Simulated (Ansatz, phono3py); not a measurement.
# KCl (Sylvite, Fm-3m): lattice thermal conductivity

Wanted: κ(T), lifetimes and mean free paths for KCl (Sylvite).

What experiment has found for this phase:
- thermal conductivity 7.1 W/m/K near room temperature (given in “Combining the AFLOW GIBBS and Elastic Libraries to efficiently and robustly screen thermo-mechanical properties of solids”, 2017, arXiv:1611.05714)
- thermal conductivity 7.1 W/m/K near room temperature (given in “Predicting the lattice thermal conductivity of solids by solving the Boltzmann transport equation: AFLOW - AAPL an automated, accurate and efficient framework”, 2017, arXiv:1611.05481)

Program: Ansatz 0.2.0. Level of theory: DFT LDA, scalar-relativistic, plane waves, PAW. Results are calculated unless marked as measured.

### 1. Starting point

Symmetry: Fm-3m, No. 225, cubic system. Conventional cell: a = 6.293 Å, b = 6.293 Å, c = 6.293 Å, α = 90.00°, β = 90.00°, γ = 90.00°. Nearest to K lie 6 Cl at 3.15 Å. Nearest to Cl lie 6 K at 3.15 Å. Farther neighbours and most contacts between anions are not listed.

### 2. Probe on a coarse mesh

A cheap single point shows whether the cell is a metal or an insulator and how far it is from rest; that sets the k-mesh and the occupations of what follows.

input.yaml

```yaml
crystal:
  lattice:
    - [0.0, 3.14647, 3.14647]
    - [3.14647, 0.0, 3.14647]
    - [3.14647, 3.14647, 0.0]
  atoms:
    - { symbol: K, position: [0.0, 0.0, 0.0] }
    - { symbol: Cl, position: [0.5, 0.5, 0.5] }
kpoints:
  mp_grid: { grid: [6, 6, 6] }
hamiltonian:
  xc: lda
scf:
  occupations: { method: gaussian, width: 0.1 }
output:
  forces: true
  stress: true
  eigenvalues: true
```

Command:

```console
> ansatz run input.yaml --threads 4 --pin off --max-ram 16384MiB --backend cpu --events-out ev --progress --plain --runs-dir out
```

Numbers of over 12 decimals in the logs are rounded to 6 here.

The log of the run:

```text
Engine: ansatz 0.2.0, aarch64-unknown-linux-gnu
Pseudopotentials: kind: paw
Pseudopotential: K, paw, valence charge 9, recommended cutoff 420 eV (normal), K.paw.azcp
Pseudopotential: Cl, paw, valence charge 7, recommended cutoff 420 eV (normal), Cl.paw.azcp
Functional definition: SPW92
  exchange = slater_x
  correlation = pw_c
Crystal: 2 atoms, lattice volume = 62.302 Å³
Basis set: ecut = 420 eV, 1243 PW (Γ)
Bands: 12, of which v1, the nominal top of the filled ones, is band 8 counted from 1 (7 counted from 0)
Symmetry: 48 space group operations
Space group: Fm-3m (ITA 225), of the structure as read, at distance tolerance 4.0e-5 Å
k-points: 16 of 216
Non-local potential: K, projectors of the file, l = 0: 3, l = 1: 2, l = 2: 2
Non-local potential: Cl, projectors of the file, l = 0: 2, l = 1: 2, l = 2: 2
PAW form: soft (Blöchl's): semilocal exchange-correlation on the pseudo side does not see the compensation charge
PAW frozen core: K, regenerated for the run's functional, and the local potential with it (the file was generated under x = pbe(κ = 0.804, μ = 0.219515), c = pbe(β = 0.066725))
PAW frozen core: Cl, regenerated for the run's functional, and the local potential with it (the file was generated under x = pbe(κ = 0.804, μ = 0.219515), c = pbe(β = 0.066725))
PAW one-centre angular grid: K, 110 points (default); XC on 64 Gauss nodes
PAW one-centre angular grid: Cl, 110 points (default); XC on 64 Gauss nodes
Initial density: superposition of atomic densities (neutral atoms: chi_scale 0, normalization atom), corrected by the library's trained network
Initial wavefunctions: pseudopotential atomic-orbital guess
Functional: x = slater, c = lda
SCF iter   1: F=—  HF=-2544.258324 eV  |F-HF|=—  |Δ(HF+E_count)|=         —  Δρ=6.14e-3  dr2=2.30e-2  ethr=1.77e-3  ⟨swp⟩=5.4  Hψ=1178  notcnv=0
preconditioner: auto → none  [insulator: Δε(μ)=4.622 eV  Ē_g=14.845 eV  σ=0.100 eV  W_gap=1.00  n_scr=14 (ndim 8)  ℏωp=17.6 eV  f_vac=0.081  D(μ)=0.00/eV (n_scr^D=0)  ε∞_Penn≈2.4]
SCF iter   2: F=—  HF=-2544.250398 eV  |F-HF|=—  |Δ(HF+E_count)|=   7.93e-3  Δρ=2.80e-3  dr2=2.13e-3  ethr=1.44e-4  ⟨swp⟩=2.2  Hψ=386  notcnv=0
SCF iter   3: F=—  HF=-2544.249746 eV  |F-HF|=—  |Δ(HF+E_count)|=   6.52e-4  Δρ=9.37e-4  dr2=3.14e-4  ethr=1.33e-5  ⟨swp⟩=2.3  Hψ=309  notcnv=0
SCF iter   4: F=—  HF=-2544.249649 eV  |F-HF|=—  |Δ(HF+E_count)|=   9.70e-5  Δρ=8.65e-5  dr2=3.86e-6  ethr=1.96e-6  ⟨swp⟩=2.2  Hψ=255  notcnv=0
SCF iter   5: F=—  HF=-2544.249649 eV  |F-HF|=—  |Δ(HF+E_count)|=   5.53e-8  Δρ=1.47e-5  dr2=3.34e-8  ethr=2.41e-8  ⟨swp⟩=2.8  Hψ=298  notcnv=0
SCF iter   6: F=-2544.249649 eV  HF=-2544.249649 eV  |F-HF|=3.82e-11  |Δ(HF+E_count)|=   9.01e-9  Δρ=8.98e-7  dr2=2.63e-10  ethr=2.09e-10  ⟨swp⟩=1.9  Hψ=643  notcnv=0
SCF 1 converged in 6 iterations: F = -2544.249649 eV  dr2 = 2.63e-10
  greatest PAW one-centre occupation: 0.985 electrons in one spin orbital (limit 2), on the K atom at site 0 (counted from 0), in its partial waves of l = 0
SCF converged after 6 iterations
Free energy (F): -2544.249649 eV
Harris-Foulkes:  -2544.249649 eV  (|F-HF|=3.82e-11)
Internal energy: -2544.249649 eV  (E = F + TS)
E sigma→0 (E₀):  -2544.249649 eV
Fermi energy:    2.959890 eV
--- Per-component energies (eV) ---
  E_band       = -134.551910
  E_kinetic    = 414.715583
  E_local      = -837.013784  (includes V_loc(G=0)·N_el)
  E_nonlocal   = 45.499935
  E_hartree    = 278.027148
  E_xc         = -238.994810
  E_vxc        = -285.129303  (∫ρ·V_xc dr)
  E_paw        = -1367.911162  (= ΣΔE_a)
  E_vpaw       = -28.678811  (= ΣTr[D̂ρ^β])
  E_aug_tail   = 0.000095  (compensation charges beyond the density's cutoff)
  E_ewald      = -839.020646
  E_core_change = 0.447992  (= ΣΔE_core)
  E_smearing   = -0.000000  (= −TS)
  E_closure    = 0.000000  (closes the sum)
  Σ components = -2544.249649   (vs F -2544.249649, Δ=0.00e0)
--- Forces (eV/Å), atoms counted from 1 ---
  atom   1  K     -0.00000000    -0.00000000    -0.00000000
  atom   2  Cl     0.00000000    -0.00000000    -0.00000000
  max |Σ_I F_I| component: 5.42e-30 eV/Å
--- Stress (GPa, compression-positive) ---
       -1.959901       0.000000      -0.000000
        0.000000      -1.959901       0.000000
        0.000000       0.000000      -1.959901
  P = ⅓ Tr σ = -1.9599 GPa (-19.599 kbar)
--- Band table (eV; the first three rows and the last of 16) ---
  k-point 0: bands = [... 4 lower, -9.9507, 0.5872, 0.5872, 0.5872, 5.3302, 8.6625, 8.6625, 8.6625]
  k-point 1: bands = [... 4 lower, -9.8851, 0.2438, 0.4957, 0.4957, 5.9868, 8.4661, 9.0096, 9.0096]
  k-point 2: bands = [... 4 lower, -9.7637, -0.3079, 0.3232, 0.3232, 7.2261, 8.5103, 9.9508, 9.9508]
  k-point 15: bands = [... 4 lower, -9.8966, -0.0203, 0.1370, 0.2064, 7.4866, 9.1483, 9.2925, 10.4674]
```

Elapsed: 0.95 s, on 4 threads of Arm Neoverse V1, shared host; peak memory 0.28 GiB; 1.7 s of CPU time.

The column dr2 measures how far the density is from self-consistency, as an energy; F and HF (Harris–Foulkes) agree once it is small.

This step gave:

| Item | Value |
| --- | --- |
| pressure | -1.960 GPa |
| gap on the k-mesh | 4.743 eV |
| volume per atom | 31.15 Å³ |

The start is under -2.0 GPa at this level and looks like an insulator or semiconductor on this mesh.

### 3. Finding the static equilibrium

The vibrations must be taken about the equilibrium of this functional, not about the starting cell, so the structure is relaxed.

input.yaml, the sections that differ from step 2:

```yaml
scf:
  occupations: { method: gaussian, width: 0.02 }
output:
  forces: true
  stress: true
  eigenvalues: true
  write_density: true
  write_potential: true
  elf: true
  volumetric_format: npy
relax:
  adjacent_minimum: "off"
  f_tol: 0.005
  max_steps: 80
  cell: { stress_tol: 0.05 }
# crystal, kpoints, hamiltonian: as in step 2
```

The log of the run:

```text
[...]
Crystal: 2 atoms, lattice volume = 62.302 Å³
Basis set: ecut = 420 eV, 1243 PW (Γ)
Bands: 12, of which v1, the nominal top of the filled ones, is band 8 counted from 1 (7 counted from 0)
Symmetry: 48 space group operations
[...]
k-points: 16 of 216
[...]
SCF iter   1: F=—  HF=-2544.258325 eV  |F-HF|=—  |Δ(HF+E_count)|=         —  Δρ=6.14e-3  dr2=2.29e-2  ethr=1.77e-3  ⟨swp⟩=6.0  Hψ=1226  notcnv=0
[...]
SCF iter   6: F=-2544.249649 eV  HF=-2544.249649 eV  |F-HF|=1.57e-10  |Δ(HF+E_count)|=   1.00e-8  Δρ=1.13e-6  dr2=4.84e-10  ethr=1.86e-10  ⟨swp⟩=4.9  Hψ=993  notcnv=0
SCF 1 converged in 6 iterations: F = -2544.249649 eV  dr2 = 4.84e-10
[...]
relax step   1: F+E_penalty+E_count = -2544.24964890 eV  Δ(F+E_penalty+E_count) = +0.000e0 eV  max|allowed force component| = 3.458e-29 eV/Å  Δτ_max = 0.0000 Å  P = -1.960 GPa  Ω = 62.302 Å³  (6 SCF iters, dr2 threshold 1.00e-7 eV, accepted)
Crystal: 2 atoms, lattice volume = 58.814 Å³
Basis set: ecut = 420 eV, 1139 PW (Γ)
[...]
iter 1 solved again at ethr=1.74e-5 eV; its pass at ethr=3.10e-3 eV (dr2=2.78e-3 eV) is discarded
[...]
SCF iter   6: F=-2544.282822 eV  HF=-2544.282822 eV  |F-HF|=1.45e-9  |Δ(HF+E_count)|=   2.68e-8  Δρ=2.46e-6  dr2=3.75e-9  ethr=1.25e-9  ⟨swp⟩=8.0  Hψ=1269  notcnv=0
SCF 2 converged in 6 iterations: F = -2544.282822 eV  dr2 = 3.75e-9
relax step   2: F+E_penalty+E_count = -2544.28282244 eV  Δ(F+E_penalty+E_count) = -3.317e-2 eV  max|allowed force component| = 2.222e-29 eV/Å  Δτ_max = 0.0000 Å  P = -1.022 GPa  Ω = 58.814 Å³  energy of the carried Pulay correction = +7.349e-5 eV  (6 SCF iters, dr2 threshold 2.00e-7 eV, accepted)
Crystal: 2 atoms, lattice volume = 55.433 Å³
Basis set: ecut = 420 eV, 1067 PW (Γ)
[...]
SCF iter   5: F=-2544.291432 eV  HF=-2544.291432 eV  |F-HF|=1.52e-8  |Δ(HF+E_count)|=   1.76e-7  Δρ=9.22e-6  dr2=2.64e-8  ethr=1.25e-9  ⟨swp⟩=9.1  Hψ=1432  notcnv=0
SCF 3 converged in 5 iterations: F = -2544.291432 eV  dr2 = 2.64e-8
relax step   3: F+E_penalty+E_count = -2544.29143157 eV  Δ(F+E_penalty+E_count) = -8.609e-3 eV  max|allowed force component| = 1.019e-30 eV/Å  Δτ_max = 0.0000 Å  P = +0.293 GPa  Ω = 55.433 Å³  energy of the carried Pulay correction = +1.489e-4 eV  (5 SCF iters, dr2 threshold 2.00e-7 eV, accepted)
[...]
relax step   4: F+E_penalty+E_count = -2544.29200104 eV  Δ(F+E_penalty+E_count) = -5.695e-4 eV  max|allowed force component| = 1.939e-30 eV/Å  Δτ_max = 0.0000 Å  P = -0.028 GPa  Ω = 56.152 Å³  energy of the carried Pulay correction = +1.325e-4 eV  (4 SCF iters, dr2 threshold 2.00e-7 eV, accepted)
[...]
SCF iter   1: F=—  HF=-2544.291907 eV  |F-HF|=—  |Δ(HF+E_count)|=         —  Δρ=6.07e-5  dr2=2.78e-7  ethr=9.86e-7  ⟨swp⟩=2.7  Hψ=1668  notcnv=0
eigensolver tolerance schedule: the retry pair's looser diagonalisation over-reported the residual by 566.56 of it (diagonalisation noise at 0.22 of the residual, at the tolerance the schedule requests for it); recorded, not acted on — ethr = c·dr2/N_el stays at c = 1.0e-1
[...]
SCF iter   2: F=—  HF=-2544.291904 eV  |F-HF|=—  |Δ(HF+E_count)|=   3.54e-6  Δρ=2.94e-5  dr2=6.05e-8  ethr=1.74e-9  ⟨swp⟩=2.3  Hψ=306  notcnv=0
[...]
SCF iter   5: F=-2544.291904 eV  HF=-2544.291904 eV  |F-HF|=0.00e0  |Δ(HF+E_count)|=  1.05e-11  Δρ=1.09e-7  dr2=1.93e-12  ethr=1.00e-12  ⟨swp⟩=5.0  Hψ=704  notcnv=0
SCF 5 converged in 5 iterations: F = -2544.291904 eV  dr2 = 1.93e-12
relax step   5: F+E_penalty+E_count = -2544.29190392 eV  Δ(F+E_penalty+E_count) = +9.712e-5 eV  max|allowed force component| = 3.640e-30 eV/Å  Δτ_max = 0.0000 Å  P = -0.029 GPa  Ω = 56.152 Å³  stress off target by 2.92e-2 GPa  SCF on the basis re-selected at this cell (its energy is not comparable with the rows above)  (5 SCF iters)
basis re-selected at this cell: Δ(F+E_penalty+E_count) = +9.712e-5 eV, ΔP = -0.001 GPa vs the last step (what re-selecting the basis moved, of the pressure what is left beyond the Pulay correction that the steps carried, after the strain that the cell walked since its last selection, with what the two solves' SCF thresholds leave and, on support functions, any second-order correction that the steps lacked; it is no m [...]
SCF converged after 5 iterations
Free energy (F): -2544.291904 eV
[...]
Internal energy: -2544.291904 eV  (E = F + TS)
E sigma→0 (E₀):  -2544.291904 eV
Fermi energy:    3.887608 eV
[...]
--- Stress (GPa, compression-positive) ---
       -0.029233      -0.000000      -0.000000
       -0.000000      -0.029233      -0.000000
       -0.000000      -0.000000      -0.029233
  P = ⅓ Tr σ = -0.0292 GPa (-0.292 kbar)
--- Band table (eV; the first three rows and the last of 16) ---
  k-point 0: bands = [... 4 lower, -8.9809, 1.3339, 1.3339, 1.3339, 6.4412, 9.4325, 9.4325, 9.4325]
  k-point 1: bands = [... 4 lower, -8.8952, 0.9277, 1.2149, 1.2149, 7.1593, 9.2606, 9.8177, 9.8177]
  k-point 2: bands = [... 4 lower, -8.7364, 0.2780, 0.9935, 0.9935, 8.3746, 9.4992, 10.8678, 10.8678]
  k-point 15: bands = [... 4 lower, -8.9115, 0.6656, 0.7942, 0.9122, 8.2297, 10.1952, 10.5416, 11.6524]
--- Relaxed structure (4 steps of the walk, 4 accepted, 1 SCFs on fresh bases) ---
  F+E_penalty+E_count = -2544.29190392 eV   max|allowed force component| = 3.640e-30 eV/Å   (the final SCF, on the basis selected at the relaxed cell)
  cell:  # Å, volume = 56.1521 Å³
    - [0, 3.039335, 3.039335]
    - [3.039335, 0, 3.039335]
    - [3.039335, 3.039335, 0]
  atoms:
    - { symbol: K, position: [0, 0, 0] }
    - { symbol: Cl, position: [0.5, 0.5, 0.5] }
```

Wall time 1.6 s (4 threads); peak memory 0.3 GiB.

Relaxation path:

```
step  energy less that of the first step (eV)  largest force component (eV/Å)  pressure (GPa)  volume (Å³)
   1                                   0.0000                          0.0000           -1.96        62.30
   2                                  -0.0332                          0.0000           -1.02        58.81
   3                                  -0.0418                          0.0000            0.29        55.43
   4                                  -0.0424                          0.0000           -0.03        56.15
  5*                                  -0.0423                          0.0000           -0.03        56.15
```

Relaxation steps marked * repeat the geometry before them on a plane-wave basis chosen anew for their cell, so energy and pressure can jump there.

Forces are held to the 48 operations that the run works with; a distortion that breaks them can't arise in this run.

```
conventional cell, symmetrised  before  after  change
                         a (Å)   6.293  6.079  -3.4 %
                         b (Å)   6.293  6.079  -3.4 %
                         c (Å)   6.293  6.079  -3.4 %
              volume (Å³/atom)   31.15  28.08  -9.9 %
```

The relaxed structure:

```cif
data_structure
_symmetry_space_group_name_H-M 'P 1'
_symmetry_Int_Tables_number 1
_cell_length_a 4.2983
_cell_length_b 4.2983
_cell_length_c 4.2983
_cell_angle_alpha 60.000
_cell_angle_beta 60.000
_cell_angle_gamma 60.000
_cell_volume 56.15
loop_
_atom_site_label
_atom_site_type_symbol
_atom_site_fract_x
_atom_site_fract_y
_atom_site_fract_z
_atom_site_occupancy
K1 K 0.00000 0.00000 0.00000 1
Cl2 Cl 0.50000 0.50000 0.50000 1
```

Numbers from this step:

* pressure: -0.02923 GPa
* gap on the k-mesh: 5.107 eV
* volume per atom: 28.08 Å³

Valence density in the ac plane of the conventional cell at fractional y = 0.000, with atoms of K and Cl within 0.2 Å of it. It is the smooth field of the valence electrons, not physical close to the nuclei.

Values in e/Å³, 9 rows by 16 columns, each cell a mean:
```
3.2 2.1 0.6 0.1 0.1 0.4 1.1 1.5 1.3 1.4 0.7 0.2 0.1 0.3 1.3 2.9
0.4 0.2 0.1 0.0 0.0 0.1 0.2 0.4 0.5 0.3 0.2 0.1 0.0 0.1 0.2 0.3
0.3 0.2 0.1 0.0 0.0 0.0 0.1 0.2 0.2 0.1 0.1 0.0 0.0 0.1 0.1 0.2
1.4 1.1 0.5 0.2 0.1 0.2 0.9 2.1 2.4 1.4 0.4 0.1 0.1 0.3 0.8 1.4
0.7 1.6 0.9 0.2 0.1 0.4 1.9 3.9 4.1 2.9 0.9 0.2 0.1 0.5 1.4 1.2
1.2 0.8 0.4 0.1 0.1 0.1 0.5 1.3 1.5 0.9 0.3 0.1 0.1 0.2 0.6 1.1
0.2 0.1 0.1 0.0 0.0 0.0 0.1 0.1 0.1 0.1 0.1 0.0 0.0 0.0 0.1 0.2
0.8 0.5 0.1 0.0 0.1 0.2 0.4 0.7 0.8 0.5 0.2 0.1 0.0 0.1 0.3 0.7
3.8 2.6 0.8 0.1 0.1 0.5 1.3 1.4 1.0 1.5 0.8 0.2 0.1 0.4 1.7 3.5
```
Columns run along a (6.1 Å), rows up along c (6.1 Å), edges of the conventional cell, whose origin can differ from the input's. Atoms in or near the plane, at fractional coordinates: K at (0.00, 0.00), K at (0.50, 0.50), Cl at (0.50, 0.00), Cl at (0.00, 0.50).

ELF in the ac plane of the conventional cell at fractional y = 0.000, with atoms of K and Cl within 0.2 Å of it. It is the smooth field of the valence electrons, not physical close to the nuclei.

Values, 9 rows by 16 columns, each cell a mean:
```
0.80 0.85 0.64 0.13 0.27 0.75 0.85 0.75 0.70 0.83 0.83 0.53 0.09 0.40 0.80 0.82
0.41 0.31 0.13 0.03 0.12 0.43 0.61 0.68 0.69 0.65 0.53 0.24 0.03 0.07 0.24 0.38
0.50 0.47 0.36 0.16 0.03 0.04 0.12 0.21 0.24 0.17 0.08 0.02 0.07 0.27 0.43 0.49
0.79 0.84 0.80 0.49 0.07 0.30 0.73 0.83 0.83 0.80 0.53 0.11 0.25 0.72 0.85 0.83
0.47 0.78 0.85 0.56 0.10 0.48 0.85 0.77 0.70 0.84 0.72 0.18 0.29 0.78 0.85 0.61
0.84 0.84 0.76 0.43 0.06 0.22 0.59 0.75 0.77 0.69 0.39 0.07 0.22 0.65 0.81 0.84
0.31 0.28 0.20 0.08 0.02 0.07 0.13 0.18 0.19 0.15 0.10 0.04 0.05 0.16 0.25 0.30
0.61 0.51 0.26 0.05 0.16 0.56 0.75 0.80 0.81 0.78 0.67 0.35 0.05 0.12 0.41 0.58
0.74 0.85 0.69 0.16 0.29 0.77 0.85 0.68 0.56 0.80 0.84 0.55 0.10 0.45 0.84 0.80
```
Columns run along a (6.1 Å), rows up along c (6.1 Å), edges of the conventional cell, whose origin can differ from the input's. Atoms in or near the plane, at fractional coordinates: K at (0.00, 0.00), K at (0.50, 0.50), Cl at (0.50, 0.00), Cl at (0.00, 0.50).

Electrostatic potential energy in the ac plane of the conventional cell at fractional y = 0.000, with atoms of K and Cl within 0.2 Å of it. With pseudopotentials it is smooth inside the atoms' cores, unlike the true potential.

Ten even steps from '_' (-48 eV) to '@' (8 eV), each cell a mean:
```
__::**@@@@@@**..____==%%@@@@%%==..
--++%%@@@@@@%%++--==##@@@@@@%%**==
##%%@@@@@@@@@@@@%%%%@@@@@@@@@@%%%%
@@@@@@@@@@@@@@@@@@@@@@@@@@@@@@@@@@
@@@@@@@@@@@@@@@@@@@@@@@@@@@@@@@@@@
%%@@@@@@@@@@@@%%##%%%%@@@@@@@@@@%%
--++%%@@@@@@%%++--==##%%@@@@@@##==
__..##@@@@@@**::__..==%%@@@@%%==__
__..**@@@@%%++..____--##@@@@%%--__
..--%%@@@@@@##--..::++%%@@@@@@++..
**##@@@@@@@@%%##++**%%@@@@@@@@%%**
@@@@@@@@@@@@@@@@%%@@@@@@@@@@@@@@@@
@@@@@@@@@@@@@@@@@@@@@@@@@@@@@@@@@@
@@@@@@@@@@@@@@@@@@@@@@@@@@@@@@@@@@
**##%%@@@@@@@@%%**##%%@@@@@@@@%%**
..--##@@@@@@##--....++@@@@@@%%++::
__..**@@@@@@**..____--%%@@@@##--__
```
Columns run along a (6.1 Å; values clipped at the 3rd and 97th percentile), rows up along c (6.1 Å), edges of the conventional cell, whose origin can differ from the input's. Atoms in or near the plane, at fractional coordinates: K at (0.00, 0.00), K at (0.50, 0.50), Cl at (0.50, 0.00), Cl at (0.00, 0.50).

The relaxation ends with a pressure of -0.03 GPa.

(Continued in part 2 of 4.)

[Logs are printed without paths, hosts, clocks, repeated set-up lines and the standing remarks that a program may print on its own settings, such as how far it seeks lower states.]

[Hosts, paths, dates, database ids (printed as entryN), source tags and the programs' standing remarks are cut or masked in the printed files.]

[A step with changed settings may run another functional than the one named; its input shows which.]
